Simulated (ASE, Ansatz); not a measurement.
**Convergence of a linear-scaling basis for twisted h-AlN/h-SiC alternating trilayer, 38.21° (42 atoms)**

Wanted: errors and times of a linear-scaling basis for twisted h-AlN/h-SiC alternating trilayer, 38.21° (42 atoms). A setting counts as converged where the r.m.s. difference of forces stays under 1 % of the r.m.s. force.

Calculated with Ansatz 0.2.0; Kohn-Sham DFT, PBE+D3(BJ), PAW (set soft_2), plane waves.

## Step 1: The starting structure

The cell holds 42 atoms: 14 Al, 14 N, 7 Si and 7 C. Cell: a = 8.242 Å, b = 8.242 Å, c = 20.350 Å, α = 90.0°, β = 90.0°, γ = 120.0°. It derives from AlN and SiC. h-AlN (a = 3.13 Å) under h-SiC (a = 3.1 Å), alternating trilayer, commensurate cell of 7 unit cells a layer, twist 38.21 deg, both strained to the mean lattice constant; facing planes 3.16, 3.19 Å apart; 14 Å of vacuum; layers as built, displaced by a Gaussian of 0.01 Å. Regions: layer 1, 14 atoms (7 Al and 7 N); layer 2, 14 atoms (7 Si and 7 C); layer 3, 14 atoms (7 Al and 7 N). Vacuum lies along c.

Coordinates:

```xyz
42
Lattice="8.2415 0.0000 0.0000 -4.1208 7.1373 0.0000 0.0000 0.0000 20.3500" Properties=species:S:1:pos:R:3
Al    0.5781    1.7132    6.9947
N     1.7652    0.3671    6.9976
Al   -0.0021    4.7538    6.9998
N     1.1686    3.4138    6.9882
Al    3.5344    0.6608    6.9833
N     0.6074    6.4576    6.9896
Al    2.9506    3.7504    7.0024
N     4.1218    2.3899    7.0000
Al    2.3591    6.7843    6.9978
N     3.5339    5.4257    6.9882
Al    5.8678    2.7122    7.0130
N     7.0567    1.3650    6.9963
Al   -2.9461    5.7859    7.0305
N    -1.7585    4.4057    7.0126
Si    4.7257    0.6818   10.1544
C     4.1261    2.3912   10.1575
Si    2.3668    2.7096   10.1616
C     1.7477    4.4332   10.1538
Si   -2.3497    6.7880   10.1640
C     1.1804    1.3796   10.1620
Si   -0.0042    4.7551   10.1683
C    -0.5707    6.4611   10.1630
Si   -0.5852    1.6941   10.1483
C    -1.1690    3.4016   10.1699
Si    2.9223    5.7625   10.1538
C     6.4592    0.3349   10.1512
Si    5.2920    3.7308   10.1540
C     4.6889    5.4318   10.1669
Al    0.5899    1.7131   13.3468
N     1.7734    0.3150   13.3510
Al    0.0112    4.7413   13.3628
N     1.1608    3.3894   13.3451
Al    3.5264    0.6696   13.3514
N     0.5866    6.4588   13.3573
Al    2.9638    3.7299   13.3413
N     4.1076    2.3712   13.3341
Al    2.3559    6.7897   13.3437
N     3.5270    5.4405   13.3421
Al    5.8832    2.7097   13.3571
N     7.0792    1.3539   13.3524
Al   -2.9440    5.7581   13.3612
N    -1.7573    4.4242   13.3319
```

Limits known from the start: Beside vacuum, support functions can miss their usual error bounds without a warning. Sampling is at Γ alone, for a cell whose shortest periodic width is 7 Å.

## Step 2: Plane-wave single point

This run is the reference for what follows, at a cutoff of 420 eV.

File input.yaml:

```yaml
crystal:
  lattice:
    - [8.2415, 0.0, 0.0]
    - [-4.12075, 7.13735, 0.0]
    - [0.0, 0.0, 20.35]
  atoms:
    - { symbol: Al, position: [0.19017, 0.24004, 0.34372] }
    - { symbol: "N", position: [0.2399, 0.05143, 0.34386] }
    - { symbol: Al, position: [0.33277, 0.66604, 0.34397] }
    - { symbol: "N", position: [0.38095, 0.4783, 0.3434] }
    [... 32 atom lines left out ...]
    - { symbol: Al, position: [0.7615, 0.95129, 0.65571] }
    - { symbol: "N", position: [0.80909, 0.76226, 0.65563] }
    - { symbol: Al, position: [0.90368, 0.37965, 0.65637] }
    - { symbol: "N", position: [0.95382, 0.18969, 0.65614] }
    - { symbol: Al, position: [0.04616, 0.80675, 0.65657] }
    - { symbol: "N", position: [0.0967, 0.61986, 0.65513] }
kpoints:
  mp_grid: { grid: [1, 1, 1] }
hamiltonian:
  xc: pbe
  dispersion: d3bj
scf:
  occupations: { method: fixed }
output:
  forces: true
  populations: true
  dos:
    method: { smearing: { sigma: 0.08 } }
    de: 0.1
    projected:
      site_lists:
        Al: [Al]
        C: [C]
        "N": ["N"]
        Si: [Si]
        layer_1: [0, 1, 2, 3, 4, 5, 6, 7, 8, 9, 10, 11, 12, 13]
        layer_2: [14, 15, 16, 17, 18, 19, 20, 21, 22, 23, 24, 25, 26, 27]
        layer_3: [28, 29, 30, 31, 32, 33, 34, 35, 36, 37, 38, 39, 40, 41]
  eigenvalues: true
  write_density: true
  write_potential: true
  volumetric_format: npy
```

On the command line:

```
$ ansatz run input.yaml --threads 8 --pin off --max-ram 15872MiB --backend cpu --events-out ev --progress --plain --runs-dir out
```

Numbers of over 12 decimals in the logs are rounded to 6 here.

The log of the run:

```text
Engine: ansatz 0.2.0, aarch64-unknown-linux-gnu
Pseudopotentials: kind: paw
Pseudopotential: Al, paw, valence charge 3, recommended cutoff 420 eV (normal), Al.paw.azcp
Pseudopotential: N, paw, valence charge 5, recommended cutoff 420 eV (normal), N.paw.azcp
Pseudopotential: Si, paw, valence charge 4, recommended cutoff 420 eV (normal), Si.paw.azcp
Pseudopotential: C, paw, valence charge 4, recommended cutoff 420 eV (normal), C.paw.azcp
[... 5 lines on functional and potentials left out ...]
Crystal: 42 atoms, lattice volume = 1197.037 Å³
Basis set: ecut = 420 eV, 23439 PW (Γ), exchange–correlation on 120×120×288 points (8 copies of the dense FFT grid, shifted against one another)
Bands: 126, of which v1, the nominal top of the filled ones, is band 84 counted from 1 (83 counted from 0)
Symmetry: 1 space group operations
Space group: P1 (ITA 1), of the structure as read, at distance tolerance 1.1e-4 Å
k-points: 1
[... 9 lines on functional and potentials left out ...]
Initial density: superposition of atomic densities (neutral atoms: chi_scale 0, normalization atom), corrected by the library's trained network
Initial wavefunctions: pseudopotential atomic-orbital guess
Functional: x = pbe(κ = 0.804, μ = 0.219515), c = pbe(β = 0.066725)
SCF iter   1: F=—  HF=-19136.545784 eV  |F-HF|=—  |Δ(HF+E_count)|=         —  Δρ=3.33e-3  dr2=3.78e-1  ethr=1.77e-3  ⟨swp⟩=6.0  Hψ=549  notcnv=0  defer=38
preconditioner: auto → Resta (q_TF=auto, 1.967 Å⁻¹)  ε∞=2.7  [insulator: Δε(μ)=2.482 eV  Ē_g=10.753 eV  n_scr=162 (ndim 8)  ℏωp=13.9 eV  f_vac=0.487  ε∞_Penn≈2.7  vacuum switching on, ρ_ref=8.4e-3 e/Å³]
SCF iter   2: F=—  HF=-19136.478483 eV  |F-HF|=—  |Δ(HF+E_count)|=   6.73e-2  Δρ=1.50e-3  dr2=3.31e-2  ethr=2.25e-4  ⟨swp⟩=2.0  Hψ=189  notcnv=0  defer=40
SCF iter   3: F=—  HF=-19136.477892 eV  |F-HF|=—  |Δ(HF+E_count)|=   5.91e-4  Δρ=6.63e-4  dr2=8.09e-3  ethr=1.97e-5  ⟨swp⟩=3.0  Hψ=179  notcnv=0  defer=40
SCF iter   4: F=—  HF=-19136.478751 eV  |F-HF|=—  |Δ(HF+E_count)|=   8.59e-4  Δρ=2.81e-4  dr2=9.99e-4  ethr=4.82e-6  ⟨swp⟩=3.0  Hψ=164  notcnv=0  defer=40
SCF iter   5: F=—  HF=-19136.478833 eV  |F-HF|=—  |Δ(HF+E_count)|=   8.25e-5  Δρ=9.70e-5  dr2=9.70e-5  ethr=5.95e-7  ⟨swp⟩=2.0  Hψ=177  notcnv=0  defer=40
SCF iter   6: F=—  HF=-19136.479545 eV  |F-HF|=—  |Δ(HF+E_count)|=   7.12e-4  Δρ=3.08e-5  dr2=8.38e-6  ethr=5.77e-8  ⟨swp⟩=2.0  Hψ=185  notcnv=0  defer=38
SCF iter   7: F=—  HF=-19136.479553 eV  |F-HF|=—  |Δ(HF+E_count)|=   8.14e-6  Δρ=1.31e-5  dr2=2.28e-6  ethr=4.99e-9  ⟨swp⟩=2.0  Hψ=176  notcnv=0  defer=38
SCF iter   8: F=-19136.479553 eV  HF=-19136.479553 eV  |F-HF|=5.21e-8  |Δ(HF+E_count)|=   8.51e-8  Δρ=3.18e-6  dr2=9.27e-8  ethr=5.95e-11  ⟨swp⟩=29.0  Hψ=1745  notcnv=0
SCF 1 converged in 8 iterations: F = -19136.479553 eV  dr2 = 9.27e-8
  greatest PAW one-centre occupation: 0.791 electrons in one spin orbital (limit 2), on the N atom at site 9 (counted from 0), in its partial waves of l = 0
WARN: The input density's exchange-correlation potential varies sharply where the density is thin. Do not read a vacuum level from v_tot or v_xc, or from such a field of the output density. On a cell that repeats whose density bears no net charge and no dipole along the vacuum's axis use v_es (v_loc + v_h of the components); [...]
SCF converged after 8 iterations
Free energy (F): -19136.479553 eV
Harris-Foulkes:  -19136.479553 eV  (|F-HF|=5.21e-8)
Internal energy: -19136.479553 eV  (E = F + TS)
E sigma→0 (E₀):  -19136.479553 eV
Fermi energy:    -0.382970 eV
--- Per-component energies (eV) ---
  E_band       = -938.304979
  E_kinetic    = 3108.378612
  E_local      = -49885.976257  (includes V_loc(G=0)·N_el)
  E_nonlocal   = 1152.900316
  E_hartree    = 23652.753251
  E_xc         = -2129.707661
  E_vxc        = -2228.826818  (∫ρ·V_xc dr)
  E_paw        = -12617.454565  (= ΣΔE_a)
  E_vpaw       = -390.300371  (= ΣTr[D̂ρ^β])
  E_aug_tail   = 0.001428  (compensation charges beyond the density's cutoff)
  E_ewald      = 17590.229475
  E_disp       = -7.604150  (pairwise vdW)
  E_smearing   = -0.000000  (= −TS)
  E_closure    = 0.000000  (closes the sum)
  Σ components = -19136.479553   (vs F -19136.479553, Δ=0.00e0)
--- Forces (eV/Å), atoms counted from 1 ---
  atom   1  Al     0.09842582     0.17802853     0.12398926
  atom   2  N     -0.05931554    -0.71014667    -0.13654606
  atom   3  Al     0.00083538     0.34090795    -0.11618450
  atom   4  N      0.46593376    -0.38633253    -0.24125241
  atom   5  Al     0.16672360     0.57526189    -0.00220482
  atom   6  N     -0.36826931    -0.17614255    -0.27104585
  atom   7  Al    -0.50451770    -0.49820092    -0.12583017
  atom   8  N     -0.47684000    -0.56522050    -0.41496021
  atom   9  Al     0.19195157     0.40292076     0.10623064
  atom  10  N      0.04373503     0.53823458    -0.08963988
  atom  11  Al     0.49805113     0.18794823    -0.14072277
  atom  12  N      0.10850385    -0.21347038    -0.11098548
  atom  13  Al     0.34192143    -0.14807919     0.02629376
  atom  14  N     -0.51998313     0.46798820    -0.21393363
[...]
atom  41  Al    -0.05751575     0.24930620    -0.22951221
  atom  42  N     -0.21157398    -0.53449058     0.36578810
  max |Σ_I F_I| component: 2.88e-5 eV/Å
--- Band table (eV) ---
  k-point 0: bands = ["-14.4818", "-14.3087", "-13.9278", "-13.2313", [... 110 levels ...], "5.7491", "5.8424", "5.8925", "5.9572", "6.2095", "6.3418", "6.3755", "6.4825", "6.5423", "6.8467", "6.9634", "7.0896"]
--- Löwdin populations: 42 sites ---
  site symbol       q [e]
     0     Al      1.8664
     1      N      6.0750
     2     Al      1.8830
[...]
41      N      6.0733
  spilling = 0.009844 (of n_electrons = 168.000000)
```

Wall time 3 s (8 threads of Arm Neoverse V2, shared host); peak memory 1 GiB.

The program notes that the exchange-correlation potential is rough where the density is thin.

Numbers from this run:

```yaml
free_energy: -19136.4796 eV
free_energy_per_atom: -455.6305 eV/atom
scf_cycles: 8
r_m_s_force_component: 0.3606 eV/Å
longest_force: 1.105 eV/Å
fermi_energy: -0.383 eV
spacing_of_highest_filled_and_lowest_empty_level: 2.533 eV
potential_in_mid_vacuum_over_the_fermi_level: 5.231 eV
potential_4p5_a_over_the_upper_face: 5.213 eV
potential_4p5_a_under_the_lower_face: 5.25 eV
spilling_of_the_projection: 0.009844
```

Length of the force by element:

```
element  coordination  atoms  mean length of the force (eV/Å)  spread  least   most
     Al           all     14                            0.499   0.255  0.098  0.994
      C           all      7                            0.718   0.138  0.587   1.01
      N           all     14                            0.612   0.207  0.264   1.10
     Si           all      7                            0.525   0.261  0.214  0.933
```

Löwdin charges by element (they lack the spilled electrons, 0.039 e an atom on average):

```
element  coordination  atoms  mean charge (e)  spread   least    most
     Al           all     14             1.13  0.0059    1.12    1.14
      C           all      7           -0.928  0.0166  -0.952  -0.904
      N           all     14            -1.08  0.0038   -1.09   -1.07
     Si           all      7             1.06  0.0141    1.03    1.08
```

By region:

```
 region  atoms  mean length of the force (eV/Å)
layer 1     14                             0.54
layer 2     14                            0.622
layer 3     14                             0.57
```

States in the cell by windows of 1 eV, zero at the Fermi level; the larger projections on atomic orbitals stand beside the total:

```
from (eV)  to (eV)  total   N p  layer 2  layer 3  layer 1  Al p  C p
      -14      -13    4.3   0.0      1.4      1.4      1.5   0.1  0.0
      -13      -12   24.0   0.1      0.3     11.8     11.8   6.2  0.0
      -12      -11   12.0   0.0     11.5      0.2      0.2   0.1  0.8
      -11       -7    0.0   0.0      0.0      0.0      0.0   0.0  0.0
       -7       -6   12.0   0.1     11.8      0.1      0.1   0.1  5.9
       -6       -5    0.0   0.0      0.0      0.0      0.0   0.0  0.0
       -5       -4   26.0  16.0      2.2     11.8     11.8   2.7  1.1
       -4       -3   12.0   0.3     11.5      0.2      0.2   0.1  7.2
       -3       -2   28.8  16.3      7.0     11.4     10.0   4.3  4.2
       -2       -1   15.6   8.3      4.9      4.6      6.0   1.8  4.0
       -1        0   29.5  22.8      3.3     12.9     12.7   2.7  2.7
        0        1    2.1   1.3      0.7      0.6      0.8   0.1  0.5
        1        2    0.0   0.0      0.0      0.0      0.0   0.0  0.0
        2        3    2.0   0.0      0.4      0.7      0.6   0.0  0.0
        3        4   14.0   0.7      9.3      1.6      1.7   1.3  3.1
        4        5   12.8   1.2      5.8      2.2      2.2   2.7  1.6
```

The curve was stored every 0.10 eV, coarse against its broadening of 0.08 eV, so these counts are rough.

With fixed occupations the program's Fermi level is the highest filled level; weight inside the gap is the broadening of levels at its edges.

Between -14 and -14 eV lie 2 more states.

The levels nearest the highest filled one (over half full), pooled over k-points and spins:

```
level less the highest filled one (eV)  occupation
                                -0.258           2
                                -0.238           2
                                -0.218           2
                                -0.135           2
                               -0.0958           2
                                     0           2
                                  2.53           0
                                  3.06           0
                                  3.36           0
                                  3.42           0
                                  3.58           0
                                  3.62           0
```

Planar average of the electrostatic potential energy along the normal, with the Fermi level as zero, after a running mean with a triangular window 4 Å wide at its base:

```
height (Å)  potential energy (eV)
       0.0                   5.23
       0.6                   5.24
       1.1                   5.24
       1.7                   5.24
       2.3                   5.25
       2.8                   5.25
       3.5                   5.23
       4.1                   5.11
       4.7                   4.57
       5.2                   3.03
       5.8                   0.64
       6.4                  -1.78
       6.9                  -3.17
       7.5                  -2.66
       8.1                  -1.64
       8.6                  -2.02
       9.2                  -3.80
       9.8                  -6.18
      10.5                  -6.51
      11.0                  -4.18
      11.6                  -2.13
      12.2                  -1.43
      12.7                  -2.31
      13.3                  -3.23
      13.8                  -2.32
      14.4                  -0.05
      15.0                   2.42
      15.5                   4.22
      16.1                   4.98
      16.7                   5.16
      17.4                   5.20
      17.9                   5.21
      18.5                   5.22
      19.1                   5.22
      19.6                   5.23
      20.2                   5.23
```

Electrostatic potential energy in the ca plane at fractional y = 0.044, with atoms of N and C within 0.2 Å of it. With pseudopotentials it is smooth inside the atoms' cores, unlike the true potential.

Values in eV, 12 rows by 16 columns, each cell a mean:
```
  5   5   5   4   2   1   4   2   0   4   3   1   4   5   5   5
  5   5   5   4  -5  -8   3  -4 -18   3   0 -11   0   4   5   5
  5   5   5   3  -8 -11   2  -8 -25   2  -2 -14  -2   4   5   5
  5   5   5   4   0  -1   3  -4 -14   2   2  -2   2   5   5   5
  5   5   5   5   2   2   3 -15 -28  -2   3   1   4   5   5   5
  5   5   5   3  -7  -9   1  -9 -20   0  -2 -11  -1   4   5   5
  5   5   5   2 -12 -13   0   1  -1   3  -7 -12  -6   4   5   5
  5   5   5   4  -6  -9   2   1  -1   3  -1 -11   0   4   5   5
  5   5   5   5 -10 -17   4  -5 -17   1   1 -25   2   5   5   5
  5   5   5   5 -10 -17   4  -5 -17   1   1 -25   2   5   5   5
  5   5   5   5   3   2   4   1  -1   3   4   1   4   5   5   5
  5   5   5   5   3   3   4   3   2   4   4   3   4   5   5   5
```
Columns run along c (16.0 Å, from fractional 0.11 to 0.89 of the cell; values clipped at the 3rd and 97th percentile), rows up along a (8.2 Å). Atoms in or near the plane, at fractional coordinates: N at (0.34, 0.24), C at (0.50, 0.81), N at (0.66, 0.24).

Valence density in the ca plane at fractional y = 0.044, with atoms of N and C within 0.2 Å of it. It is the smooth field of the valence electrons, not physical close to the nuclei.

Values in e/Å³, 12 rows by 16 columns, each cell a mean:
```
0.0 0.0 0.1 0.2 0.1 0.1 0.3 0.1 0.1 0.2 0.2 0.0 0.0 0.0 0.0 0.0
0.0 0.0 0.1 0.4 0.1 0.2 1.2 0.5 0.1 0.4 0.3 0.0 0.0 0.0 0.0 0.0
0.0 0.0 0.1 0.2 0.1 0.2 1.5 0.6 0.1 0.2 0.2 0.0 0.0 0.0 0.0 0.0
0.0 0.0 0.1 0.2 0.1 0.2 0.8 0.4 0.1 0.2 0.1 0.0 0.0 0.0 0.0 0.0
0.0 0.0 0.1 0.4 0.1 0.1 0.3 0.2 0.1 0.3 0.2 0.0 0.0 0.0 0.0 0.0
0.0 0.0 0.1 0.3 0.1 0.2 0.5 0.3 0.1 0.3 0.2 0.0 0.0 0.0 0.0 0.0
0.0 0.0 0.1 0.1 0.1 0.1 0.4 0.2 0.1 0.1 0.1 0.0 0.0 0.0 0.0 0.0
0.0 0.0 0.2 0.5 0.2 0.1 0.3 0.1 0.1 0.4 0.3 0.0 0.0 0.0 0.0 0.0
0.0 0.0 0.4 2.4 0.4 0.1 0.4 0.2 0.1 1.9 1.3 0.1 0.0 0.0 0.0 0.0
0.0 0.0 0.4 2.5 0.5 0.1 0.6 0.3 0.1 1.9 1.3 0.1 0.0 0.0 0.0 0.0
0.0 0.0 0.1 0.4 0.1 0.1 0.3 0.2 0.1 0.3 0.2 0.0 0.0 0.0 0.0 0.0
0.0 0.0 0.0 0.1 0.1 0.0 0.1 0.1 0.0 0.1 0.1 0.0 0.0 0.0 0.0 0.0
```
Columns run along c (16.0 Å, from fractional 0.18 to 0.97 of the cell), rows up along a (8.2 Å). Atoms in or near the plane, at fractional coordinates: N at (0.34, 0.24), C at (0.50, 0.81), N at (0.66, 0.24).

Mean Löwdin charges: Al +1.13, C -0.93, N -1.08, Si +1.06 e (they miss 0.98 % of the electrons, so they add up to more than the cell's charge). The potential stands 5.21 eV above the highest filled level over the upper face and 5.25 eV under the lower one, a reading of the ionisation potential at this level on the run's k-points, but a rough one: there is no dipole correction, and the values are taken inside the vacuum, not at the faces.

(Part 1 of 2 ends here.)

[Logs are printed without paths, hosts, clocks, repeated set-up lines and the standing remarks that a program may print on its own settings, such as how far it seeks lower states.]

[Hosts, paths, dates, database ids (printed as entryN), source tags and the programs' standing remarks are cut or masked in the printed files.]
